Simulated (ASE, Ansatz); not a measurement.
# Twisted Zr2CO2 MXene alternating trilayer, 21.79° (105 atoms): geometry optimisation

Wanted: the relaxed structure of twisted Zr2CO2 MXene alternating trilayer, 21.79° (105 atoms) and its electronic structure.

Calculated with Ansatz 0.2.0; Kohn-Sham DFT, PBE+D3(BJ), PAW (set soft_2), plane waves.

## (1) The structure

The cell holds 105 atoms: 21 C, 42 Zr and 42 O. Cell: a = 8.757 Å, b = 8.757 Å, c = 33.590 Å, α = 90.0°, β = 90.0°, γ = 120.0°. It derives from Zr2CO2 (Zr2CO2 MXene). Zr2CO2 MXene (a = 3.31 Å) under Zr2CO2 MXene (a = 3.31 Å), alternating trilayer, commensurate cell of 7 unit cells a layer, twist 21.79 deg; facing planes 2.9, 2.89 Å apart; 14 Å of vacuum; layers as built, displaced by a Gaussian of 0.01 Å. Regions: layer 1, 35 atoms (7 C, 14 Zr and 14 O); layer 2, 35 atoms (7 C, 14 Zr and 14 O); layer 3, 35 atoms (7 C, 14 Zr and 14 O). Vacuum lies along c.

What the set-up can't give: Sampling is at Γ alone, for a cell whose shortest periodic width is 8 Å.

## (2) Single point at the start

The forces at the start show how far the geometry lies from a minimum of this functional.

Input file input.yaml:

```yaml
crystal:
  lattice:
    - [8.7574, 0.0, 0.0]
    - [-4.3787, 7.58413, 0.0]
    - [0.0, 0.0, 33.59]
  atoms:
    - { symbol: C, position: [0.00117, 0.99959, 0.27693] }
    - { symbol: Zr, position: [0.18931, 0.23495, 0.31742] }
    - { symbol: Zr, position: [0.23899, 0.04763, 0.23614] }
    - { symbol: O, position: [0.23534, 0.04626, 0.34512] }
    - { symbol: O, position: [0.19164, 0.23946, 0.20827] }
    - { symbol: C, position: [0.14191, 0.42865, 0.27656] }
    - { symbol: Zr, position: [0.33056, 0.66509, 0.31756] }
    - { symbol: Zr, position: [0.3848, 0.47831, 0.23641] }
    - { symbol: O, position: [0.38171, 0.47669, 0.34586] }
    - { symbol: O, position: [0.3351, 0.66748, 0.20853] }
    - { symbol: C, position: [0.28465, 0.85668, 0.2773] }
    - { symbol: Zr, position: [0.47713, 0.09535, 0.31756] }
    - { symbol: Zr, position: [0.52356, 0.90388, 0.23632] }
    - { symbol: O, position: [0.52396, 0.9049, 0.34558] }
    - { symbol: O, position: [0.47549, 0.09895, 0.20831] }
    - { symbol: C, position: [0.43046, 0.28536, 0.27719] }
    - { symbol: Zr, position: [0.61799, 0.52295, 0.31729] }
    - { symbol: Zr, position: [0.66688, 0.33201, 0.23612] }
    - { symbol: O, position: [0.66826, 0.33377, 0.34515] }
    - { symbol: O, position: [0.61877, 0.52471, 0.2087] }
    - { symbol: C, position: [0.57189, 0.71419, 0.27693] }
    - { symbol: Zr, position: [0.76505, 0.95335, 0.31778] }
    - { symbol: Zr, position: [0.81055, 0.76199, 0.23633] }
    - { symbol: O, position: [0.81293, 0.76325, 0.3447] }
    - { symbol: O, position: [0.7628, 0.95276, 0.20831] }
    - { symbol: C, position: [0.71567, 0.14308, 0.27696] }
    - { symbol: Zr, position: [0.90499, 0.37996, 0.31734] }
    - { symbol: Zr, position: [0.94948, 0.1904, 0.23582] }
    - { symbol: O, position: [0.95357, 0.19004, 0.34424] }
    - { symbol: O, position: [0.90351, 0.38189, 0.20833] }
    - { symbol: C, position: [0.85881, 0.57199, 0.27665] }
    - { symbol: Zr, position: [0.04712, 0.81014, 0.31733] }
    - { symbol: Zr, position: [0.09667, 0.61601, 0.23566] }
    - { symbol: O, position: [0.09559, 0.61908, 0.34528] }
    - { symbol: O, position: [0.04674, 0.80828, 0.20838] }
    - { symbol: C, position: [0.14327, 0.71373, 0.50047] }
    - { symbol: Zr, position: [0.38086, 0.90325, 0.54143] }
    - { symbol: Zr, position: [0.33456, 0.66872, 0.45963] }
    - { symbol: O, position: [0.332, 0.66744, 0.569] }
    - { symbol: O, position: [0.38043, 0.90646, 0.43227] }
    - { symbol: C, position: [0.99936, 0.00041, 0.50089] }
    - { symbol: Zr, position: [0.23728, 0.19017, 0.54078] }
    - { symbol: Zr, position: [0.19175, 0.95353, 0.45949] }
    - { symbol: O, position: [0.18917, 0.95054, 0.56843] }
    - { symbol: O, position: [0.23865, 0.19075, 0.43149] }
    - { symbol: C, position: [0.28679, 0.42726, 0.4998] }
    - { symbol: Zr, position: [0.52599, 0.61925, 0.54119] }
    - { symbol: Zr, position: [0.47546, 0.37917, 0.45909] }
    - { symbol: O, position: [0.47622, 0.37994, 0.56838] }
    - { symbol: O, position: [0.52394, 0.62097, 0.43214] }
    - { symbol: C, position: [0.56875, 0.85697, 0.49978] }
    - { symbol: Zr, position: [0.80829, 0.04532, 0.54097] }
    - { symbol: Zr, position: [0.75855, 0.80914, 0.45912] }
    - { symbol: O, position: [0.76148, 0.80834, 0.56904] }
    - { symbol: O, position: [0.81132, 0.05009, 0.43229] }
    - { symbol: C, position: [0.42938, 0.14231, 0.50096] }
    - { symbol: Zr, position: [0.66835, 0.33486, 0.54115] }
    - { symbol: Zr, position: [0.62023, 0.09529, 0.45915] }
    - { symbol: O, position: [0.61871, 0.09657, 0.56867] }
    - { symbol: O, position: [0.66451, 0.33283, 0.43113] }
    - { symbol: C, position: [0.71489, 0.56981, 0.50034] }
    - { symbol: Zr, position: [0.95291, 0.76102, 0.54125] }
    - { symbol: Zr, position: [0.90488, 0.52299, 0.45951] }
    - { symbol: O, position: [0.90221, 0.52131, 0.56853] }
    - { symbol: O, position: [0.95273, 0.76044, 0.43156] }
    - { symbol: C, position: [0.85793, 0.28415, 0.49987] }
    - { symbol: Zr, position: [0.09487, 0.47622, 0.541] }
    - { symbol: Zr, position: [0.04606, 0.23721, 0.45914] }
    - { symbol: O, position: [0.04782, 0.24056, 0.56856] }
    - { symbol: O, position: [0.0971, 0.477, 0.43202] }
    - { symbol: C, position: [0.99827, 0.99942, 0.72277] }
    - { symbol: Zr, position: [0.18974, 0.23816, 0.76432] }
    - { symbol: Zr, position: [0.23845, 0.04919, 0.68195] }
    - { symbol: O, position: [0.23699, 0.04539, 0.79199] }
    - { symbol: O, position: [0.19134, 0.23873, 0.6541] }
    - { symbol: C, position: [0.14375, 0.42989, 0.72295] }
    - { symbol: Zr, position: [0.3355, 0.66748, 0.76404] }
    - { symbol: Zr, position: [0.38017, 0.47583, 0.68207] }
    [... 21 atom lines left out ...]
    - { symbol: O, position: [0.90634, 0.38054, 0.65502] }
    - { symbol: C, position: [0.85932, 0.57056, 0.72256] }
    - { symbol: Zr, position: [0.04897, 0.81131, 0.764] }
    - { symbol: Zr, position: [0.0964, 0.61956, 0.6821] }
    - { symbol: O, position: [0.09735, 0.62024, 0.79198] }
    - { symbol: O, position: [0.05034, 0.81223, 0.65459] }
kpoints:
  mp_grid: { grid: [1, 1, 1] }
hamiltonian:
  xc: pbe
  dispersion: d3bj
scf:
  occupations: { method: fixed }
output:
  forces: true
  populations: true
  dos:
    method: { smearing: { sigma: 0.08 } }
    de: 0.1
    projected:
      site_lists:
        C: [C]
        O: [O]
        Zr: [Zr]
        layer_1: [0, 1, 2, 3, 4, 5, 6, 7, 8, 9, 10, 11, 12, 13, 14, 15, 16, 17, 18, 19, 20, 21, 22, 23, 24, 25, 26, 27, 28, 29, 30, 31, 32, 33, 34]
        layer_2: [35, 36, 37, 38, 39, 40, 41, 42, 43, 44, 45, 46, 47, 48, 49, 50, 51, 52, 53, 54, 55, 56, 57, 58, 59, 60, 61, 62, 63, 64, 65, 66, 67, 68, 69]
        layer_3: [70, 71, 72, 73, 74, 75, 76, 77, 78, 79, 80, 81, 82, 83, 84, 85, 86, 87, 88, 89, 90, 91, 92, 93, 94, 95, 96, 97, 98, 99, 100, 101, 102, 103, 104]
  eigenvalues: true
```

Launch:

```sh
> ansatz run input.yaml --threads 4 --pin off --max-ram 8192MiB --backend cpu --events-out ev --progress --plain --runs-dir out
```

Numbers of over 12 decimals in the logs are rounded to 6 here.

What it wrote:

```text
Engine: ansatz 0.2.0, aarch64-unknown-linux-gnu
Pseudopotentials: kind: paw
Pseudopotential: C, paw, valence charge 4, recommended cutoff 420 eV (normal), C.paw.azcp
Pseudopotential: Zr, paw, valence charge 12, recommended cutoff 420 eV (normal), Zr.paw.azcp
Pseudopotential: O, paw, valence charge 6, recommended cutoff 420 eV (normal), O.paw.azcp
Functional definition: PBE
  parameter kappa = 0.804
  parameter beta = 0.066725
  exchange = pbe_x(kappa = kappa, mu = beta*pi^2/3)
  correlation = pbe_c(beta = beta)
Crystal: 105 atoms, lattice volume = 2230.956 Å³
Basis set: ecut = 420 eV, 43643 PW (Γ), exchange–correlation on 120×120×450 points (8 copies of the dense FFT grid, shifted against one another)
Bands: 525, of which v1, the nominal top of the filled ones, is band 420 counted from 1 (419 counted from 0)
Symmetry: 1 space group operations
Space group: P1 (ITA 1), of the structure as read, at distance tolerance 1.3e-4 Å
k-points: 1
Non-local potential: C, projectors of the file, l = 0: 2, l = 1: 2, l = 2: 1
Non-local potential: Zr, projectors of the file, l = 0: 3, l = 1: 2, l = 2: 2, l = 3: 2
Non-local potential: O, projectors of the file, l = 0: 2, l = 1: 2, l = 2: 1
PAW form: soft (Blöchl's): semilocal exchange-correlation on the pseudo side does not see the compensation charge
PAW one-centre angular grid: C, 110 points (default); XC on 64 Gauss nodes
PAW one-centre angular grid: Zr, 590 points (default); XC on 64 Gauss nodes
PAW one-centre angular grid: O, 110 points (default); XC on 64 Gauss nodes
Initial density: superposition of atomic densities (neutral atoms: chi_scale 0, normalization atom), corrected by the library's trained network
Initial wavefunctions: pseudopotential atomic-orbital guess
Functional: x = pbe(κ = 0.804, μ = 0.219515), c = pbe(β = 0.066725)
SCF iter   1: F=—  HF=-204977.580765 eV  |F-HF|=—  |Δ(HF+E_count)|=         —  Δρ=5.16e-3  dr2=8.32e-1  ethr=1.77e-3  ⟨swp⟩=5.0  Hψ=2174  notcnv=0  defer=81
preconditioner: auto → Resta (q_TF=auto, 2.318 Å⁻¹)  ε∞=2.7  [insulator: Δε(μ)=1.661 eV  Ē_g=16.345 eV  n_scr=486 (ndim 8)  ℏωp=21.6 eV  f_vac=0.375  ε∞_Penn≈2.7  vacuum switching on, ρ_ref=1.9e-2 e/Å³]
SCF iter   2: F=—  HF=-204977.436096 eV  |F-HF|=—  |Δ(HF+E_count)|=   1.45e-1  Δρ=2.34e-3  dr2=1.78e-1  ethr=9.90e-5  ⟨swp⟩=2.0  Hψ=816  notcnv=0  defer=103
SCF iter   3: F=—  HF=-204977.418936 eV  |F-HF|=—  |Δ(HF+E_count)|=   1.72e-2  Δρ=1.29e-3  dr2=4.45e-2  ethr=2.12e-5  ⟨swp⟩=3.0  Hψ=661  notcnv=0  defer=103
SCF iter   4: F=—  HF=-204977.423748 eV  |F-HF|=—  |Δ(HF+E_count)|=   4.81e-3  Δρ=9.29e-4  dr2=4.66e-2  ethr=5.29e-6  ⟨swp⟩=3.0  Hψ=701  notcnv=0  defer=103
SCF iter   5: F=—  HF=-204977.421111 eV  |F-HF|=—  |Δ(HF+E_count)|=   2.64e-3  Δρ=2.11e-4  dr2=9.03e-4  ethr=5.29e-6  ⟨swp⟩=2.0  Hψ=637  notcnv=0  defer=101
SCF iter   6: F=—  HF=-204977.421037 eV  |F-HF|=—  |Δ(HF+E_count)|=   7.38e-5  Δρ=9.08e-5  dr2=1.14e-4  ethr=1.08e-7  ⟨swp⟩=4.0  Hψ=904  notcnv=0  defer=81
SCF iter   7: F=—  HF=-204977.421110 eV  |F-HF|=—  |Δ(HF+E_count)|=   7.35e-5  Δρ=2.81e-5  dr2=1.54e-5  ethr=1.36e-8  ⟨swp⟩=2.0  Hψ=787  notcnv=0  defer=78
SCF iter   8: F=—  HF=-204977.422796 eV  |F-HF|=—  |Δ(HF+E_count)|=   1.69e-3  Δρ=9.69e-6  dr2=2.43e-6  ethr=1.83e-9  ⟨swp⟩=3.0  Hψ=779  notcnv=0  defer=78
SCF iter   9: F=—  HF=-204977.422797 eV  |F-HF|=—  |Δ(HF+E_count)|=   4.35e-7  Δρ=4.63e-6  dr2=6.88e-7  ethr=2.90e-10  ⟨swp⟩=3.0  Hψ=699  notcnv=0  defer=78
SCF iter  10: F=—  HF=-204977.422797 eV  |F-HF|=—  |Δ(HF+E_count)|=   8.80e-8  Δρ=2.94e-6  dr2=4.15e-7  ethr=8.19e-11  ⟨swp⟩=2.0  Hψ=697  notcnv=0  defer=78
SCF iter  11: F=-204977.422797 eV  HF=-204977.422797 eV  |F-HF|=7.57e-9  |Δ(HF+E_count)|=   3.15e-8  Δρ=9.30e-7  dr2=2.41e-8  ethr=1.19e-11  ⟨swp⟩=14.0  Hψ=3076  notcnv=0
SCF 1 converged in 11 iterations: F = -204977.422797 eV  dr2 = 2.41e-8
  greatest PAW one-centre occupation: 0.995 electrons in one spin orbital (limit 2), on the Zr atom at site 31 (counted from 0), in its partial waves of l = 0
SCF converged after 11 iterations
Free energy (F): -204977.422797 eV
Harris-Foulkes:  -204977.422797 eV  (|F-HF|=7.57e-9)
Internal energy: -204977.422797 eV  (E = F + TS)
E sigma→0 (E₀):  -204977.422797 eV
Fermi energy:    5.309219 eV
--- Per-component energies (eV) ---
  E_band       = -9524.503327
  E_kinetic    = 23273.157071
  E_local      = -693456.020224  (includes V_loc(G=0)·N_el)
  E_nonlocal   = 5784.552288
  E_hartree    = 336562.617856
  E_xc         = -10972.225253
  E_vxc        = -13318.805181  (∫ρ·V_xc dr)
  E_paw        = -132728.893961  (= ΣΔE_a)
  E_vpaw       = -4932.713365  (= ΣTr[D̂ρ^β])
  E_aug_tail   = 0.103899  (compensation charges beyond the density's cutoff)
  E_ewald      = 266585.008313
  E_disp       = -25.722787  (pairwise vdW)
  E_smearing   = -0.000000  (= −TS)
  E_closure    = -0.000000  (closes the sum)
  Σ components = -204977.422797   (vs F -204977.422797, Δ=0.00e0)
--- Forces (eV/Å), atoms counted from 1 ---
  atom   1  C     -0.18396099     0.13085714    -0.06081312
  atom   2  Zr     0.22633809     0.39871192     0.59218489
  atom   3  Zr    -0.23384273    -0.03625804    -0.68509671
  atom   4  O      0.22361644     0.10801100     0.06990494
  atom   5  O     -0.02461910    -0.05579525     0.21772375
  atom   6  C      0.11763457     0.01360289     0.05562384
  atom   7  Zr     0.22651278     0.12265312     0.79694709
  atom   8  Zr    -0.27054490    -0.38833070    -0.62149179
  atom   9  O     -0.04828118    -0.09563841    -0.30824336
  atom  10  O      0.04124883     0.02090824    -0.10686814
  atom  11  C      0.29750310     0.13813263    -0.32857418
  atom  12  Zr    -0.03567537    -0.19573564     0.75518809
  atom  13  Zr    -0.00197501     0.04117572    -0.43345527
  atom  14  O      0.12593131     0.02122394    -0.17039999
[...]
atom 104  O     -0.12192929    -0.02433875    -0.20277234
  atom 105  O     -0.12077725    -0.11281563    -0.01569341
  max |Σ_I F_I| component: 1.84e-4 eV/Å
--- Band table (eV) ---
  k-point 0: bands = ["-43.4804", "-43.4376", "-43.4229", "-43.4217", [... 509 levels ...], "9.6729", "9.6805", "9.6863", "9.6897", "9.6938", "9.7067", "9.7124", "9.7194", "9.7422", "9.7505", "9.7537", "9.7591"]
--- Löwdin populations: 105 sites ---
  site symbol       q [e]
     0      C      4.8941
     1     Zr     10.8412
     2     Zr     10.8287
[...]
104      O      6.6381
  spilling = 0.003993 (of n_electrons = 840.000000)
```

The job ended after 58 s (4 threads of Arm Neoverse V2, shared host; peak memory 3.2 GiB).

The column dr2 measures how far the density is from self-consistency, as an energy; F and HF (Harris–Foulkes) agree once it is small.

The run gave:

```
free energy                                      : -204977.4228 eV
free energy per atom                             : -1952.1659 eV/atom
SCF cycles                                       : 11
r.m.s. force component                           : 0.2491 eV/Å
longest force                                    : 0.8375 eV/Å
Fermi energy                                     : 5.309 eV
gap (highest filled to lowest empty level) : 1.518 eV
spilling of the projection                       : 0.003993
```

The r.m.s. force component of 0.25 eV/Å sets the starting point.

Length of the force by element:

| element | coordination | atoms | mean length of the force (eV/Å) | spread | least | most |
| --- | --- | --- | --- | --- | --- | --- |
| C | all | 21 | 0.263 | 0.115 | 0.098 | 0.515 |
| O | all | 42 | 0.224 | 0.107 | 0.0629 | 0.564 |
| Zr | all | 42 | 0.582 | 0.154 | 0.225 | 0.838 |

## (3) Relaxation

With the cell held, the atoms are moved downhill towards a nearby minimum.

input.yaml, the sections that differ from step 2:

```yaml
output:
  forces: true
relax:
  f_tol: 0.05
  max_steps: 113
# crystal, kpoints, hamiltonian, scf: as in step 2
```

What it wrote:

```text
[...]
Crystal: 105 atoms, lattice volume = 2230.956 Å³
Basis set: ecut = 420 eV, 43643 PW (Γ), exchange–correlation on 120×120×450 points (8 copies of the dense FFT grid, shifted against one another)
Bands: 525, of which v1, the nominal top of the filled ones, is band 420 counted from 1 (419 counted from 0)
Symmetry: 1 space group operations
[...]
k-points: 1
[...]
SCF iter   1: F=—  HF=-204977.562686 eV  |F-HF|=—  |Δ(HF+E_count)|=         —  Δρ=5.17e-3  dr2=8.27e-1  ethr=1.77e-3  ⟨swp⟩=6.0  Hψ=2136  notcnv=0  defer=81
[...]
SCF iter   7: F=-204977.422791 eV  HF=-204977.422795 eV  |F-HF|=3.68e-6  |Δ(HF+E_count)|=   3.23e-5  Δρ=2.36e-5  dr2=1.12e-5  ethr=7.44e-9  ⟨swp⟩=3.0  Hψ=1653  notcnv=0
SCF 1 converged in 7 iterations: F = -204977.422791 eV  dr2 = 1.12e-5
[...]
relax step   1: F+E_penalty+E_count = -204977.42279120 eV  Δ(F+E_penalty+E_count) = +0.000e0 eV  max|allowed force component| = 7.968e-1 eV/Å  Δτ_max = 0.0000 Å  (7 SCF iters, dr2 threshold 6.25e-5 eV, accepted)
[...]
relax step   2: F+E_penalty+E_count = -204976.04736326 eV  Δ(F+E_penalty+E_count) = +1.375e0 eV  max|allowed force component| = 1.448e0 eV/Å  Δτ_max = 0.1938 Å  (9 SCF iters, dr2 threshold 3.97e-5 eV, rejected (line search))
[...]
relax step   3: F+E_penalty+E_count = -204977.91223951 eV  Δ(F+E_penalty+E_count) = -4.894e-1 eV  max|allowed force component| = 1.509e-1 eV/Å  Δτ_max = 0.0969 Å  (11 SCF iters, accepted)
[...]
relax step   4: F+E_penalty+E_count = -204977.95771448 eV  Δ(F+E_penalty+E_count) = -4.547e-2 eV  max|allowed force component| = 2.090e-2 eV/Å  Δτ_max = 0.0625 Å  (11 SCF iters, accepted)
SCF converged after 11 iterations
Free energy (F): -204977.957714 eV
[...]
Internal energy: -204977.957714 eV  (E = F + TS)
E sigma→0 (E₀):  -204977.957714 eV
Fermi energy:    5.375753 eV
[...]
--- Forces (eV/Å), atoms counted from 1 ---
  atom   1  C      0.00041052    -0.00005609    -0.00085172
  atom   2  Zr     0.00184105     0.00238928     0.01212450
  atom   3  Zr    -0.00185572     0.00082618     0.01933581
  atom   4  O      0.00276804    -0.00150509    -0.00060529
  atom   5  O     -0.00083857    -0.00191599    -0.01027603
  atom   6  C      0.00317775    -0.00448548    -0.00024171
  atom   7  Zr     0.00206260     0.00038327     0.00961862
  atom   8  Zr    -0.00462513     0.00097148     0.02090217
  atom   9  O      0.00035000     0.00408583    -0.00249316
  atom  10  O      0.00118064     0.00090739    -0.01256698
  atom  11  C     -0.00170225    -0.00201115    -0.00061108
  atom  12  Zr     0.00055172     0.00090054     0.01490764
  atom  13  Zr     0.00226618    -0.00074047     0.01881259
  atom  14  O     -0.00320363    -0.00350440    -0.00176100
[...]
atom 104  O     -0.00005386     0.00062056     0.00869252
  atom 105  O      0.00212944    -0.00189046     0.00122602
  max |Σ_I F_I| component: 1.39e-4 eV/Å
--- Relaxed structure (4 steps of the walk, 3 accepted, 0 SCFs on fresh bases) ---
  F+E_penalty+E_count = -204977.95771448 eV   max|allowed force component| = 2.090e-2 eV/Å
  atoms:
    - { symbol: C, position: [0.00111113, 1.000880, 0.279966] }
    - { symbol: Zr, position: [0.191714, 0.238502, 0.321520] }
    - { symbol: Zr, position: [0.239025, 0.048222, 0.238468] }
    - { symbol: O, position: [0.239220, 0.047076, 0.348933] }
[...]
- { symbol: O, position: [0.046702, 0.808316, 0.651148] }
```

It took 1.8 min on 4 threads; peak memory 3.1 GiB; 7.1 min of CPU time.

Step by step:

```csv
step,energy less that of the first step (eV),largest force component (eV/Å)
1,0.0000,0.7968
2,1.3754,1.4479
3,-0.4894,0.1509
4,-0.5349,0.0209
```

Relaxation step 2 was tried and not accepted.

The atoms that moved most (Å):

```
atom      dx      dy      dz  length
 O29  -0.001   0.020   0.158   0.159
 O24  -0.030  -0.005   0.142   0.146
Zr32   0.010  -0.002   0.141   0.141
 Zr2   0.005   0.027   0.138   0.140
Zr98   0.003   0.015  -0.131   0.132
  O4   0.030   0.006   0.128   0.132
Zr17   0.009   0.012   0.128   0.129
Zr27   0.002   0.014   0.127   0.127
```

The relaxation changed the energy by -5.09 meV/atom, and atoms moved by 0.086 Å r.m.s., 0.16 Å at most.

[end of part 1 of 2]

[Logs are printed without paths, hosts, clocks, repeated set-up lines and the standing remarks that a program may print on its own settings, such as how far it seeks lower states.]

[Hosts, paths, dates, database ids (printed as entryN), source tags and the programs' standing remarks are cut or masked in the printed files.]
